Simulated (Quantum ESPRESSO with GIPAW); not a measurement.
# Octahedral tilting in SrTiO3 seen by 47Ti: the anisotropy

Starting from the cubic perovskite, neighbouring octahedra are turned by θ about [001] in opposite senses, in all three directions (tilt system a⁰a⁰c⁻). The cell and the cations are held, so the in-plane bonds lengthen as 1/cos θ. GIPAW with PBEsol and plane-wave PAW files from pslibrary 1.0.0 recipes (Ti spn, Sr spn, O n), cutoffs 60 and 576 Ry, a 5×5×5 mesh in every shielding run (Quantum ESPRESSO with GIPAW, a patched development version), without spin-orbit coupling. The atoms are held where the series puts them. The cells were built for this series from an entry of the Crystallography Open Database, taken as a prototype, and need not be stable phases. σ∥ is along the axis of the site, [001].

One member of the series, SrTiO3 (I4/mcm) at 6 °, as used in the shielding run:

```
Ti Sr O
1.0
     0.00000    3.90500    3.90500
     3.90500    0.00000    3.90500
     3.90500    3.90500    0.00000
Ti Sr O
2 2 6
Direct
  0.00000 0.00000 0.00000
  0.50000 0.50000 0.50000
  0.25000 0.25000 0.25000
  0.75000 0.75000 0.75000
  0.77628 0.22372 0.27628
  0.27628 0.72372 0.22372
  0.25000 0.25000 0.75000
  0.22372 0.77628 0.72372
  0.72372 0.27628 0.77628
  0.75000 0.75000 0.25000
```

```tsv
angle θ (°)	θ² (deg²)	mean bond at Ti (Å)	σ∥ − σ⊥ of Ti (ppm)
0	0.00	1.9525	0.00
1.5	2.25	1.9529	-0.73
3	9.00	1.9543	?
4.5	20.25	1.9565	-6.30
6	36.00	1.9597	-11.01
7.5	56.25	1.9637	-16.81
9	81.00	1.9687	-23.71
10.5	110.25	1.9747	-31.88
12	144.00	1.9816	-41.56
```

**Task.** Fit σ∥ − σ⊥ of Ti against x, the square of the angle in deg²; judge whether a straight line is enough, and predict the withheld row (x = 9.00 deg²).

1. The 8 known rows give Σx = 450.00, Σy = -132.00, Σx² = 44327.2500 and Σxy = -12891.0600.

2. Slope b = (nΣxy − ΣxΣy)/(nΣx² − (Σx)²) = -0.28746 and intercept a = (Σy − bΣx)/n = -0.330138 ppm.

3. Residuals y − a − bx, in the order of the table: +0.33, +0.25, -0.15, -0.33, -0.31, -0.10, +0.14, +0.16 ppm; r.m.s. 0.24 ppm, R² = 1.000. They bend, and a quadratic term takes much of them away: y = -0.12693596 − 0.3004223 x + 9.48746e-5 x², r.m.s. 0.14 ppm.

4. At x = 9.00 deg², inside the fitted range, the line gives -2.92 ppm and the parabola -2.82 ppm.

5. The run gives -2.86 ppm. The line misses by -0.06 ppm, the parabola by +0.04 ppm; that is within twice the r.m.s. of the parabola. Verdict: the parabola fits better, but on this row the two forms can't be told apart.

Between neighbouring rows of the full table the slope is -3.2 ppm for 10 deg² of θ² at the low end and -2.9 at the high end. Turning by −θ gives the same structure shifted by one cell, so a mean over an element is even in θ: hence the fit against θ². At x = 0 the site is cubic and the anisotropy vanishes, which a free intercept need not respect. The tensors are without the macroscopic shape term.

[Logs are printed without paths, hosts, clocks, repeated set-up lines and the standing remarks that a program may print on its own settings, such as how far it seeks lower states.]

[Hosts, paths, dates, database ids (printed as entryN), source tags and the programs' standing remarks are cut or masked in the printed files.]
